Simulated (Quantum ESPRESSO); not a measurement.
# CrO2: which magnetic order is lowest

Wanted: the moments of CrO2 and the energy of each order that was tried.

Program: Quantum ESPRESSO 7.5. Level of theory: LDA with U = 3.5 eV on Cr d (ortho-atomic projectors); plane waves with GBRV 1.5 LDA potentials, no spin-orbit coupling. Results are calculated unless marked as measured.

### 1. Set-up

The structure is tetragonal, space group P4_2/mnm (No. 136). Conventional cell: a = 4.421 Å, b = 4.421 Å, c = 2.917 Å, α = 90.00°, β = 90.00°, γ = 90.00°. Nearest to Cr lie 6 O at 1.88 to 1.92 Å. Nearest to O lie 3 Cr at 1.88 to 1.92 Å. Farther neighbours and most contacts between anions are not listed.

The cell comes from the Crystallography Open Database.

### 2. Run 1, typed as ferro ++

The signs are those of the starting moments on the seeded atoms, the atoms that are given a moment.

pw.in reads:

```
&CONTROL
  calculation = 'scf'
  prefix = 'pwscf'
  outdir = './tmp'
  pseudo_dir = './pseudo'
  disk_io = 'nowf'
/
&SYSTEM
  ibrav = 0
  celldm(1) = 8
  nat = 6
  ntyp = 2
  ecutwfc = 40
  ecutrho = 280
  nbnd = 39
  occupations = 'smearing'
  smearing = 'fd'
  degauss = 0.00367493
  nspin = 2
  starting_magnetization(1) = 0.2143
  starting_magnetization(2) = 0
/
&ELECTRONS
  conv_thr = 1.2d-08
  electron_maxstep = 150
  mixing_beta = 0.3
/
ATOMIC_SPECIES
Cr     51.9961 cr_lda_v1.5.uspp.F.UPF
O      15.9990 o_lda_v1.2.uspp.F.UPF
CELL_PARAMETERS alat
   1.0443098996213    0.0000000000000    0.0000000000000
   0.0000000000000    1.0443098996213    0.0000000000000
   0.0000000000000    0.0000000000000    0.6890413881917
ATOMIC_POSITIONS crystal
Cr      0.0000000000    0.0000000000    0.0000000000
Cr      0.5000000000    0.5000000000    0.5000000000
O       0.3010000000    0.3010000000    0.0000000000
O       0.1990000000    0.8010000000    0.5000000000
O       0.6990000000    0.6990000000    0.0000000000
O       0.8010000000    0.1990000000    0.5000000000
K_POINTS automatic
6 6 6 0 0 0
HUBBARD {ortho-atomic}
U Cr-3d 3.5000
```

Started as:

```sh
$ OMP_NUM_THREADS=1 mpirun -n 4 pw.x -nk 4 -in pw.in > pw.out
```

The log of the run:

```text
Program PWSCF v.7.5 starts

     Message from routine setup:
     using ibrav=0 with symmetry is DISCOURAGED, use correct ibrav instead

     K-points division:     npool     =       4
     Subspace diagonalization in iterative solution of the eigenvalue problem:

     G-vector sticks info
     --------------------
     sticks:   dense  smooth     PW     G-vecs:    dense   smooth      PW
     Sum        1565     885    285                30497    13155    2353

     Using Slab Decomposition

     bravais-lattice index     =            0
     lattice parameter (alat)  =       8.0000  a.u.
     unit-cell volume          =     384.7460 (a.u.)^3
     number of atoms/cell      =            6
     number of atomic types    =            2
     number of electrons       =        52.00
     number of Kohn-Sham states=           39
     kinetic-energy cutoff     =      40.0000  Ry
     charge density cutoff     =     280.0000  Ry
     scf convergence threshold =      1.2E-08
     mixing beta               =       0.3000
     number of iterations used =            8  plain     mixing
     Exchange-correlation= SLA  PZ   NOGX NOGC
                           (   1   1   0   0   0   0   0)
     Hubbard projectors: ortho-atomic
     Hubbard parameters of DFT+U (Dudarev formulation) in eV:
     U(Cr-3d) =  3.5000

     Internal variables: lda_plus_u =T, lda_plus_u_kind = 0

     Internal variables: orbital_resolved =F, hub_pot_fix =F, apply_U = F

     celldm(1)=   8.000000  celldm(2)=   0.000000  celldm(3)=   0.000000
     celldm(4)=   0.000000  celldm(5)=   0.000000  celldm(6)=   0.000000

     crystal axes: (cart. coord. in units of alat)
               a(1) = (   1.044310   0.000000   0.000000 )
               a(2) = (   0.000000   1.044310   0.000000 )
               a(3) = (   0.000000   0.000000   0.689041 )

     reciprocal axes: (cart. coord. in units 2 pi/alat)
               b(1) = (  0.957570  0.000000  0.000000 )
               b(2) = (  0.000000  0.957570  0.000000 )
               b(3) = (  0.000000  0.000000  1.451292 )

     PseudoPot. # 1 for Cr read from file:
     cr_lda_v1.5.uspp.F.UPF
     Pseudo is Ultrasoft + core correction, Zval = 14.0
     Generated by new atomic code, or converted to UPF format
     Using radial grid of  857 points,  6 beta functions with:
                l(1) =   0
                l(2) =   0
                l(3) =   1
                l(4) =   1
                l(5) =   2
                l(6) =   2
     Q(r) pseudized with  8 coefficients,  rinner =    0.950   0.950   0.950
                                                       0.950   0.950

     PseudoPot. # 2 for O  read from file:
     o_lda_v1.2.uspp.F.UPF
     Pseudo is Ultrasoft + core correction, Zval =  6.0
     Generated by new atomic code, or converted to UPF format
     Using radial grid of  737 points,  5 beta functions with:
                l(1) =   0
                l(2) =   0
                l(3) =   1
                l(4) =   1
                l(5) =   2
     Q(r) pseudized with  8 coefficients,  rinner =    0.900   0.900   0.900
                                                       0.900   0.900

     atomic species   valence    mass     pseudopotential
     Cr               14.00    51.99610     Cr( 1.00)
     O                 6.00    15.99900     O ( 1.00)

     Starting magnetic structure
     atomic species   magnetization
     Cr              0.214
     O               0.000

     16 Sym. Ops., with inversion, found ( 8 have fractional translation)

   Cartesian axes

     site n.     atom                  positions (alat units)
         1        Cr     tau(   1) = (   0.0000000   0.0000000   0.0000000  )
         2        Cr     tau(   2) = (   0.5221549   0.5221549   0.3445207  )
         3        O      tau(   3) = (   0.3143373   0.3143373   0.0000000  )
         4        O      tau(   4) = (   0.2078177   0.8364922   0.3445207  )
         5        O      tau(   5) = (   0.7299726   0.7299726   0.0000000  )
         6        O      tau(   6) = (   0.8364922   0.2078177   0.3445207  )

     number of k points=    40  Fermi-Dirac smearing, width (Ry)=  0.0037
                       cart. coord. in units 2pi/alat
        k(    1) = (   0.0000000   0.0000000   0.0000000), wk =   0.0046296
        k(    2) = (   0.0000000   0.0000000   0.2418819), wk =   0.0092593
        k(    3) = (   0.0000000   0.0000000   0.4837639), wk =   0.0092593
        k(    4) = (   0.0000000   0.0000000  -0.7256458), wk =   0.0046296
        k(    5) = (   0.0000000   0.1595950   0.0000000), wk =   0.0185185
        [... 35 further k-points ...]

     Dense  grid:    30497 G-vectors     FFT dimensions: (  48,  48,  30)

     Smooth grid:    13155 G-vectors     FFT dimensions: (  36,  36,  24)

     Check: negative core charge=   -0.000008
     Generating pointlists ...
     new r_m :   0.1834 (alat units)  1.4670 (a.u.) for type    1
     new r_m :   0.1834 (alat units)  1.4670 (a.u.) for type    2

     Initial potential from superposition of free atoms

     starting charge      50.0000, renormalised to      52.0000

     negative rho (up, down):  1.643E-03 1.057E-03

     STARTING HUBBARD OCCUPATIONS:

     =================== HUBBARD OCCUPATIONS ===================
     ------------------------ ATOM    1 ------------------------
     Tr[ns(  1)] (up, down, total) =   3.40000  0.00000  3.40000
     Atomic magnetic moment for atom   1 =   3.40000
     [... lines left out ...]
     ------------------------ ATOM    2 ------------------------
     Tr[ns(  2)] (up, down, total) =   3.40000  0.00000  3.40000
     Atomic magnetic moment for atom   2 =   3.40000
     [... lines left out ...]
     Number of occupied Hubbard levels =    6.8000

     Atomic wfc used for Hubbard projectors are orthogonalized

     Starting wfcs are   36 randomized atomic wfcs +    3 random wfcs

     Self-consistent Calculation

     iteration #  1     ecut=    40.00 Ry     beta= 0.30
     Davidson diagonalization with overlap
     ethr =  1.00E-02,  avg # of iterations =  6.0

     =================== HUBBARD OCCUPATIONS ===================
     ------------------------ ATOM    1 ------------------------
     Tr[ns(  1)] (up, down, total) =   2.54298  0.40437  2.94734
     Atomic magnetic moment for atom   1 =   2.13861
     [... lines left out ...]
     ------------------------ ATOM    2 ------------------------
     Tr[ns(  2)] (up, down, total) =   2.54298  0.40437  2.94734
     Atomic magnetic moment for atom   2 =   2.13861
     [... lines left out ...]
     Number of occupied Hubbard levels =    5.8947

     negative rho (up, down):  1.384E-03 1.955E-03

     total energy              =    -479.18121421 Ry
     estimated scf accuracy    <       3.44965749 Ry

     total magnetization       =     4.00 Bohr mag/cell
     absolute magnetization    =     4.56 Bohr mag/cell

     iteration #  2     ecut=    40.00 Ry     beta= 0.30
     Davidson diagonalization with overlap
     ethr =  6.63E-03,  avg # of iterations =  1.7

     negative rho (up, down):  7.831E-04 2.252E-03

     total energy              =    -479.81715399 Ry
     estimated scf accuracy    <       0.82376107 Ry

     total magnetization       =     4.12 Bohr mag/cell
     absolute magnetization    =     5.81 Bohr mag/cell

     iteration #  3     ecut=    40.00 Ry     beta= 0.30
     Davidson diagonalization with overlap
     ethr =  1.58E-03,  avg # of iterations =  1.0

     negative rho (up, down):  0.000E+00 3.160E-03

     total energy              =    -479.93008290 Ry
     estimated scf accuracy    <       0.13333168 Ry

     total magnetization       =     4.00 Bohr mag/cell
     absolute magnetization    =     5.27 Bohr mag/cell

     [... further iterations left out ...]

     iteration #  9     ecut=    40.00 Ry     beta= 0.30
     Davidson diagonalization with overlap
     ethr =  3.53E-08,  avg # of iterations =  1.4

     negative rho (up, down):  0.000E+00 4.518E-03

     total energy              =    -479.97638500 Ry
     estimated scf accuracy    <       0.00000453 Ry

     total magnetization       =     4.00 Bohr mag/cell
     absolute magnetization    =     5.71 Bohr mag/cell

     iteration # 10     ecut=    40.00 Ry     beta= 0.30
     Davidson diagonalization with overlap
     ethr =  8.71E-09,  avg # of iterations =  1.8

     negative rho (up, down):  0.000E+00 4.524E-03

     total energy              =    -479.97638612 Ry
     estimated scf accuracy    <       0.00000053 Ry

     total magnetization       =     4.00 Bohr mag/cell
     absolute magnetization    =     5.72 Bohr mag/cell

     iteration # 11     ecut=    40.00 Ry     beta= 0.30
     Davidson diagonalization with overlap
     ethr =  1.03E-09,  avg # of iterations =  1.9

     negative rho (up, down):  0.000E+00 4.525E-03

     total energy              =    -479.97638623 Ry
     estimated scf accuracy    <       0.00000004 Ry

     total magnetization       =     4.00 Bohr mag/cell
     absolute magnetization    =     5.72 Bohr mag/cell

     iteration # 12     ecut=    40.00 Ry     beta= 0.30
     Davidson diagonalization with overlap
     ethr =  6.90E-11,  avg # of iterations =  2.0

     negative rho (up, down):  0.000E+00 4.525E-03

     Magnetic moment per site  (integrated on atomic sphere of radius R)
     atom   1 (R=0.183)  charge= 10.5221  magn=  1.9555
     atom   2 (R=0.183)  charge= 10.5221  magn=  1.9555
     atom   3 (R=0.183)  charge=  5.2020  magn= -0.1928
     atom   4 (R=0.183)  charge=  5.2020  magn= -0.1928
     atom   5 (R=0.183)  charge=  5.2020  magn= -0.1928
     atom   6 (R=0.183)  charge=  5.2020  magn= -0.1928

     End of self-consistent calculation

     =================== HUBBARD OCCUPATIONS ===================
     ------------------------ ATOM    1 ------------------------
     Tr[ns(  1)] (up, down, total) =   3.26304  0.80807  4.07111
     Atomic magnetic moment for atom   1 =   2.45497
     [... lines left out ...]
     ------------------------ ATOM    2 ------------------------
     Tr[ns(  2)] (up, down, total) =   3.26304  0.80807  4.07111
     Atomic magnetic moment for atom   2 =   2.45497
     [... lines left out ...]
     Number of occupied Hubbard levels =    8.1422

     [... lines left out ...]
     the Fermi energy is    10.0319 ev

!    total energy              =    -479.97638626 Ry
     estimated scf accuracy    <          9.0E-09 Ry
     smearing contrib. (-TS)   =      -0.00058650 Ry
     internal energy E=F+TS    =    -479.97579976 Ry

     The total energy is F=E-TS. E is the sum of the following terms:
     one-electron contribution =    -203.04055081 Ry
     hartree contribution      =     127.22816649 Ry
     xc contribution           =     -72.90862388 Ry
     ewald contribution        =    -331.63635336 Ry
     Hubbard energy            =       0.38156180 Ry

     total magnetization       =     4.00 Bohr mag/cell
     absolute magnetization    =     5.72 Bohr mag/cell

     convergence has been achieved in  12 iterations

=------------------------------------------------------------------------------=
   JOB DONE.
=------------------------------------------------------------------------------=
```

Elapsed: 22 s, on 4 MPI ranks of Intel Xeon Platinum 8488C (Sapphire Rapids), shared host; peak memory 0.49 GiB.

Spin moment in the atom's sphere by atom:

```
atom  spin moment in the atom's sphere (μB)
 Cr1                                   1.96
 Cr2                                   1.96
  O3                                  -0.19
  O4                                  -0.19
  O5                                  -0.19
  O6                                  -0.19
```

Numbers from this step:

- smearing term TS: 0.007980 eV
- magnetization: 4 μB
- absolute magnetization: 5.72 μB
- final state: ferromagnetic

(Continued in part 2 of 2.)

[Logs and program files are shortened in this print: banners, set-up blocks, solver, clock and traceback lines can be left out without a mark of their own.]

[Logs are printed without paths, hosts, clocks, repeated set-up lines and the standing remarks that a program may print on its own settings, such as how far it seeks lower states.]

[Hosts, paths, dates, database ids (printed as entryN), source tags and the programs' standing remarks are cut or masked in the printed files.]

[Where a cell is said to come from a database of computed structures, the database is the Materials Project.]
